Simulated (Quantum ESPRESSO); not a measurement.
# Collinear magnetic orders of YSi2Ir2 with Quantum ESPRESSO

Wanted: the moments of YSi2Ir2 and the energy of each order that was tried.

Program: Quantum ESPRESSO 7.5. Level of theory: PBEsol; plane waves with GBRV 1.5 PBEsol potentials, no spin-orbit coupling. Results are calculated unless marked as measured.

Report form: the programs' logs are mostly left out.

The database entry behind the starting cell differs from later determinations by our own check (c about 0.9 % long), so it need not match the best structure at ambient conditions.

## Step 1: The structure

Symmetry: I4/mmm, No. 139, tetragonal system. Conventional cell: a = 4.050 Å, b = 4.050 Å, c = 9.905 Å, α = 90.00°, β = 90.00°, γ = 90.00°. Y has 10 Si at 3.12 to 3.71 Å and 8 Ir at 3.20 Å nearest. Si has 4 Ir at 2.37 Å and 1 Si at 2.48 Å and 5 Y at 3.12 to 3.71 Å nearest. Nearest to Ir lie 4 Si at 2.37 Å and 4 Ir at 2.86 Å and 4 Y at 3.20 Å. Farther neighbours are not listed.

The cell comes from the Crystallography Open Database.

## Step 2: Start 1: ferro ++

The signs are those of the starting moments on the seeded atoms, the atoms that are given a moment.

The input, pw.in:

```
&CONTROL
  calculation = 'scf'
  prefix = 'pwscf'
  outdir = './tmp'
  pseudo_dir = './pseudo'
  disk_io = 'nowf'
/
&SYSTEM
  ibrav = 0
  celldm(1) = 8
  nat = 5
  ntyp = 3
  ecutwfc = 40
  ecutrho = 280
  nbnd = 35
  occupations = 'smearing'
  smearing = 'fd'
  degauss = 0.00734986
  nspin = 2
  starting_magnetization(1) = 0
  starting_magnetization(2) = 0
  starting_magnetization(3) = 0.0667
/
&ELECTRONS
  conv_thr = 1d-08
  electron_maxstep = 150
  mixing_beta = 0.3
/
ATOMIC_SPECIES
Y      88.9058 y_pbesol_v1.4.uspp.F.UPF
Si     28.0850 si_pbesol_v1.uspp.F.UPF
Ir    192.2170 ir_pbesol_v1.2.uspp.F.UPF
CELL_PARAMETERS alat
  -0.4783369252959    0.4783369252959    1.1698585790261
   0.4783369252959   -0.4783369252959    1.1698585790261
   0.4783369252959    0.4783369252959   -1.1698585790261
ATOMIC_POSITIONS crystal
Y       0.0000000000    0.0000000000    0.0000000000
Si      0.3750000000    0.3750000000    0.0000000000
Si      0.6250000000    0.6250000000    0.0000000000
Ir      0.7500000000    0.2500000000    0.5000000000
Ir      0.2500000000    0.7500000000    0.5000000000
K_POINTS automatic
10 10 10 0 0 0
```

On the command line:

```console
$ OMP_NUM_THREADS=1 mpirun -n 4 pw.x -nk 4 -in pw.in > pw.out
```

It took 62 s on 4 MPI ranks of AMD EPYC 9R45, shared host; peak memory 0.89 GiB; 4.1 min of CPU time.

The spin moment in the atom's sphere vanishes on all atoms.

Read from the output:

```yaml
smearing_term_ts: 0.05310 eV
magnetization: 0 μB
absolute_magnetization: 0 μB
final_state: non-magnetic
```

## Step 3: Start 2: antiferro q=(0,0,1/2) +−−+

This order needs a doubled cell of 10 atoms. The wavevector q is in fractions of the reciprocal vectors of the crystal's primitive cell, as the cells of these inputs are built from it; moments change sign between cells as cos(2π q·R).

The input, pw.in:

```
&CONTROL
  calculation = 'scf'
  prefix = 'pwscf'
  outdir = './tmp'
  pseudo_dir = './pseudo'
  disk_io = 'nowf'
/
&SYSTEM
  ibrav = 0
  celldm(1) = 8
  nat = 10
  ntyp = 4
  ecutwfc = 40
  ecutrho = 280
  nbnd = 63
  occupations = 'smearing'
  smearing = 'fd'
  degauss = 0.00734986
  nspin = 2
  starting_magnetization(1) = 0
  starting_magnetization(2) = 0
  starting_magnetization(3) = 0.0667
  starting_magnetization(4) = -0.0667
/
&ELECTRONS
  conv_thr = 2d-08
  electron_maxstep = 150
  mixing_beta = 0.3
/
ATOMIC_SPECIES
Y      88.9058 y_pbesol_v1.4.uspp.F.UPF
Si     28.0850 si_pbesol_v1.uspp.F.UPF
Ir1   192.2170 ir_pbesol_v1.2.uspp.F.UPF
Ir2   192.2170 ir_pbesol_v1.2.uspp.F.UPF
CELL_PARAMETERS alat
  -0.4783369252959    0.4783369252959    1.1698585790261
   0.4783369252959   -0.4783369252959    1.1698585790261
   0.9566738505918    0.9566738505918   -2.3397171580523
ATOMIC_POSITIONS crystal
Y       0.0000000000    0.0000000000    0.0000000000
Y       0.0000000000    0.0000000000    0.5000000000
Si      0.3750000000    0.3750000000    0.0000000000
Si      0.3750000000    0.3750000000    0.5000000000
Si      0.6250000000    0.6250000000    0.0000000000
Si      0.6250000000    0.6250000000    0.5000000000
Ir1     0.7500000000    0.2500000000    0.2500000000
Ir2     0.7500000000    0.2500000000    0.7500000000
Ir2     0.2500000000    0.7500000000    0.2500000000
Ir1     0.2500000000    0.7500000000    0.7500000000
K_POINTS automatic
10 10 5 0 0 0
```

Wall time 4.6 min (4 MPI ranks); peak memory 1.8 GiB; 18 min of CPU time.

The spin moment in the atom's sphere vanishes on all atoms.

Numbers from this step:

```yaml
smearing_term_ts: 0.1062 eV
magnetization: 0 μB
absolute_magnetization: 0 μB
final_state: non-magnetic
```

## Step 4: Start 3: antiferro q=(1/2,1/2,1/2) +−−+

This order needs a doubled cell of 10 atoms.

The input, pw.in:

```
&CONTROL
  calculation = 'scf'
  prefix = 'pwscf'
  outdir = './tmp'
  pseudo_dir = './pseudo'
  disk_io = 'nowf'
/
&SYSTEM
  ibrav = 0
  celldm(1) = 8
  nat = 10
  ntyp = 4
  ecutwfc = 40
  ecutrho = 280
  nbnd = 63
  occupations = 'smearing'
  smearing = 'fd'
  degauss = 0.00734986
  nspin = 2
  starting_magnetization(1) = 0
  starting_magnetization(2) = 0
  starting_magnetization(3) = 0.0667
  starting_magnetization(4) = -0.0667
/
&ELECTRONS
  conv_thr = 2d-08
  electron_maxstep = 150
  mixing_beta = 0.3
/
ATOMIC_SPECIES
Y      88.9058 y_pbesol_v1.4.uspp.F.UPF
Si     28.0850 si_pbesol_v1.uspp.F.UPF
Ir1   192.2170 ir_pbesol_v1.2.uspp.F.UPF
Ir2   192.2170 ir_pbesol_v1.2.uspp.F.UPF
CELL_PARAMETERS alat
  -0.9566738505918    0.9566738505918    2.3397171580523
   0.0000000000000    0.0000000000000    2.3397171580523
   0.0000000000000    0.9566738505918    0.0000000000000
ATOMIC_POSITIONS crystal
Y       0.0000000000    0.0000000000    0.0000000000
Y       0.5000000000    0.0000000000    0.0000000000
Si      0.0000000000    0.3750000000    0.0000000000
Si      0.5000000000    0.3750000000    0.0000000000
Si      0.0000000000    0.6250000000    0.0000000000
Si      0.5000000000    0.6250000000    0.0000000000
Ir1     0.0000000000    0.2500000000    0.5000000000
Ir2     0.5000000000    0.2500000000    0.5000000000
Ir2     0.5000000000    0.7500000000    0.5000000000
Ir1     0.0000000000    0.7500000000    0.5000000000
K_POINTS automatic
5 10 10 0 0 0
```

Run time: 3 min. Hardware: 4 MPI ranks; peak memory 1.6 GiB.

The spin moment in the atom's sphere vanishes on all atoms.

Numbers from this step:

```yaml
smearing_term_ts: 0.1062 eV
magnetization: 0 μB
absolute_magnetization: 0 μB
final_state: non-magnetic
```

## Step 5: Run 4, typed as no spin polarisation

The input, pw.in:

```
&CONTROL
  calculation = 'scf'
  prefix = 'pwscf'
  outdir = './tmp'
  pseudo_dir = './pseudo'
  disk_io = 'nowf'
/
&SYSTEM
  ibrav = 0
  celldm(1) = 8
  nat = 5
  ntyp = 3
  ecutwfc = 40
  ecutrho = 280
  nbnd = 34
  occupations = 'smearing'
  smearing = 'fd'
  degauss = 0.00734986
/
&ELECTRONS
  conv_thr = 1d-08
  electron_maxstep = 150
  mixing_beta = 0.3
/
ATOMIC_SPECIES
Y      88.9058 y_pbesol_v1.4.uspp.F.UPF
Si     28.0850 si_pbesol_v1.uspp.F.UPF
Ir    192.2170 ir_pbesol_v1.2.uspp.F.UPF
CELL_PARAMETERS alat
  -0.4783369252959    0.4783369252959    1.1698585790261
   0.4783369252959   -0.4783369252959    1.1698585790261
   0.4783369252959    0.4783369252959   -1.1698585790261
ATOMIC_POSITIONS crystal
Y       0.0000000000    0.0000000000    0.0000000000
Si      0.3750000000    0.3750000000    0.0000000000
Si      0.6250000000    0.6250000000    0.0000000000
Ir      0.7500000000    0.2500000000    0.5000000000
Ir      0.2500000000    0.7500000000    0.5000000000
K_POINTS automatic
10 10 10 0 0 0
```

It took 28 s on 4 MPI ranks; peak memory 0.63 GiB; 1.9 min of CPU time.

Read from the output:

* smearing term TS: 0.05309 eV
* final state: non-magnetic (no spin polarisation)

## Step 6: The states side by side

An order is kept where moments of 0.15 μB or more survive with the typed signs; meshes match where a doubled cell samples the same k points as the first cell.

Orders:

```csv
start,final state,typed order kept,energy over the lowest (meV a seeded atom),largest site moment (μB),net moment (μB a cell of the first run),mesh matched,CPU time (s)
ferro ++,non-magnetic,no,0.03104,0,0,yes,245.9
"antiferro q=(0,0,1/2) +--+",non-magnetic,no,0.03106,0,0,yes,1094
"antiferro q=(1/2,1/2,1/2) +--+",non-magnetic,no,0.03197,0,0,yes,730.9
no spin polarisation,non-magnetic,-,0,0,0,yes,112.2
```

## Step 7: Outcome

| Property | Result |
| --- | --- |
| lowest state found | non-magnetic (from ferro ++, antiferro q=(0,0,1/2) +--+, antiferro q=(1/2,1/2,1/2) +--+ and no spin polarisation) |
| largest site moment | 0 μB |

What this shows: The lowest state carries no moment, and no start kept one. This is the lowest of 4 collinear or spinless starts, no proof of the ground state. Energies are free energies at an electronic temperature of 1160 K, which lowers moments and differences where the moments are itinerant.

[Logs and program files are shortened in this print: banners, set-up blocks, solver, clock and traceback lines can be left out without a mark of their own.]

[Logs are printed without paths, hosts, clocks, repeated set-up lines and the standing remarks that a program may print on its own settings, such as how far it seeks lower states.]

[Hosts, paths, dates, database ids (printed as entryN), source tags and the programs' standing remarks are cut or masked in the printed files.]

[Where a cell is said to come from a database of computed structures, the database is the Materials Project.]
